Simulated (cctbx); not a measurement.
# Which space group?

Cell: a = 4.2890 Å, b = 6.9970 Å, c = 10.8890 Å, α = 90.00°, β = 105.57°, γ = 90.00°. Expected content of the cell: Pr4 Sb4 P4.

Simulated single-crystal data (cctbx): Mo Kα, λ = 0.71073 Å, to d = 0.7 Å, 70 % of the full sphere, strongest reflection 70000 counts, noise from counting, a 3 % proportional error and a noise floor of 4 counts (s.d.); no absorption, some extinction.

A first pass over the reflections prints:

```text
2694 reflections to d = 0.700 A
centring   violations  <I/sigma> of those
    A       1167 of  1333     20.7
    B       1201 of  1310     21.4
    C       1226 of  1355     20.7
    I       1171 of  1347     18.9
    R       1633 of  1818     21.2
    F       1797 of  1999     20.9
Laue class    unique    Rint  (classes that these axes allow; Friedel mates merged)
P -1             1733   0.019
P 1 2/m 1        1008   0.022
space group    extra absences  I>4sigma  <I/sigma>
P 1 2 1                 0          0         -  acentric
P 1 21 1                9          0      -0.1  acentric
P 1 m 1                 0          0         -  acentric
P 1 c 1               102          0       0.0  acentric
P 1 2/m 1               0          0         -  centric
P 1 21/m 1              9          0      -0.1  centric
P 1 2/c 1             102          0       0.0  centric
P 1 21/c 1            111          0       0.0  centric
Wilson B = 0.39 A^2   <|E^2-1|> = 0.997 (0.968 centric, 0.736 acentric)   E^2>4: 4.6 %
shell (A)         n   <I/sigma>
10.49 - 1.40    131     30.4
 1.40 - 1.11    129     31.2
 1.11 - 0.97    131     31.4
 0.97 - 0.88    123     31.4
 0.88 - 0.82    126     29.1
 0.82 - 0.77    127     30.6
 0.77 - 0.73    119     30.5
 0.73 - 0.70    122     29.6
```

**Question.** What are the lattice type, the Laue class and the likely space group?

Every centring test has many violations, so the lattice is primitive.

Rint stays low (0.019 to 0.022) up to P 1 2/m 1, the highest class in these axes.

8 settings pass the absence test. The most absences obeyed, 111, belong to P 1 21/c 1 alone.

⟨|E²−1|⟩ = 0.997 leans to a centrosymmetric structure. The Wilson B of 0.39 Å² means U ≈ 0.0049 Å².

The true group is P2_1/c (no. 14), Laue class 2/m, centrosymmetric. The tables fix it.

This is a model crystal, built by substitution and not relaxed, with assumed displacement parameters.

[Logs are printed without paths, hosts, clocks, repeated set-up lines and the standing remarks that a program may print on its own settings, such as how far it seeks lower states.]
